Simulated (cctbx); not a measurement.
# What is wrong with this refinement?

Cell a = 7.4420 Å, b = 7.4420 Å, c = 3.6010 Å, α = 90.00°, β = 90.00°, γ = 90.00°; space group P4/mbm (no. 127). The compound is Dy2MnPd2.

The data are simulated with cctbx, not measured: synchrotron X-rays, λ = 0.4959 Å, to d = 0.65 Å, 70 % of the full sphere, strongest reflection 70000 counts, noise from counting, a 4 % proportional error and a noise floor of 2 counts (s.d.); no absorption, and some extinction, which the refinements don't model.

An anisotropic refinement with weights 1/σ² prints:

```text
Rint 0.033, 236 unique reflections to 0.65 A
cycle     R1     wR2    GooF  max shift (A)
   1  0.7606  0.9493  52.764   0.00426
   3  0.3916  0.6427  35.724   0.00001
final R1 0.3919 wR2 0.6427 GooF 35.724  parameters 10  data/parameter 23.6
atom        x        y        z      Ueq    occ   su(xyz)  su(Uiso or U11)
Pd1    0.17770  0.67770  0.50000  -0.0360  1.000  0.00040  0.0024  NPD
Dy1    0.87265  0.62735  0.00000  -0.0037  1.000  0.00074  0.0030  NPD
Mn1    0.50000  0.50000  0.00000  -0.0144  1.000  0.00000  0.0064  NPD
difference map: max 439.94 min -60.07 rms 27.28
Q1    0.1767  0.6767  0.5000    4  468.35  0.01 A from Pd1
Q2    0.1281  0.3719  0.0000    4  196.35  0.01 A from Dy1
Q3    0.0000  0.0000  0.0000    2  142.07  0.00 A from Mn1
Q4    0.0788  0.2374  0.0000    8   21.66  1.07 A from Dy1
Q5    0.1468  0.3532  0.5000    4   20.80  1.81 A from Dy1
Q6    0.1140  0.6140  0.2514    8   17.58  1.12 A from Pd1
```

Q: Accept it or mend it, and why?

Mend it. The fault: elements exchanged: Dy1 is Pd and Pd1 is Dy. Against the right model at the same level, R1 goes from 0.0096 to 0.3919 and GooF from 1.09 to 35.72, U of Mn1 shrinks from 0.0080 to -0.0144 Å², U of Dy1 shrinks from 0.0066 to -0.0037 Å², U of Pd1 shrinks from 0.0029 to -0.0360 Å², the top difference peak, 468.4 e/Å³, lies on Pd1 and Pd1, Dy1 and Mn1 go non-positive-definite. Dy1 has 20 electrons too many, yet its U moves the other way: dispersion, the scale or a false minimum can outweigh the electron count; Pd1 has 20 electrons too few and its U shrinks to make up, as expected.

The compound is Dy2MnPd2. The right model at the same level gives:

```text
Rint 0.033, 236 unique reflections to 0.65 A
cycle     R1     wR2    GooF  max shift (A)
   1  0.0197  0.0629   3.495   0.00053
   2  0.0096  0.0197   1.094   0.00000
final R1 0.0096 wR2 0.0197 GooF 1.094  parameters 10  data/parameter 23.6
atom        x        y        z      Ueq    occ   su(xyz)  su(Uiso or U11)
Dy1    0.17730  0.67730  0.50000   0.0029  1.000  0.00001  0.0001
Pd1    0.87294  0.62706  0.00000   0.0066  1.000  0.00002  0.0001
Mn1    0.50000  0.50000  0.00000   0.0080  1.000  0.00000  0.0001
difference map: max 0.70 min -1.38 rms 0.28
Q1    0.1206  0.6206  0.2343    8    0.73  1.13 A from Dy1
Q2    0.1797  0.3203  0.2847    8    0.64  1.17 A from Pd1
Q3    0.0366  0.5366  0.5000    4    0.58  1.48 A from Dy1
Q4    0.0940  0.7374  0.2299   16    0.56  1.24 A from Dy1
Q5    0.1099  0.3901  0.3471    8    0.55  1.26 A from Pd1
Q6    0.0068  0.2024  0.2829   16    0.53  1.81 A from Dy1
```

Isotropic U is held between 0.0001 and 1 Å² by the program, and listed peak heights are interpolated, so they can pass the grid's maximum.

The model was made for the exercise: a known structure type with other elements put in, its volume estimated, not relaxed; displacement parameters are assumed.

[Middle refinement cycles are left out of these outputs.]

[Logs are printed without paths, hosts, clocks, repeated set-up lines and the standing remarks that a program may print on its own settings, such as how far it seeks lower states.]
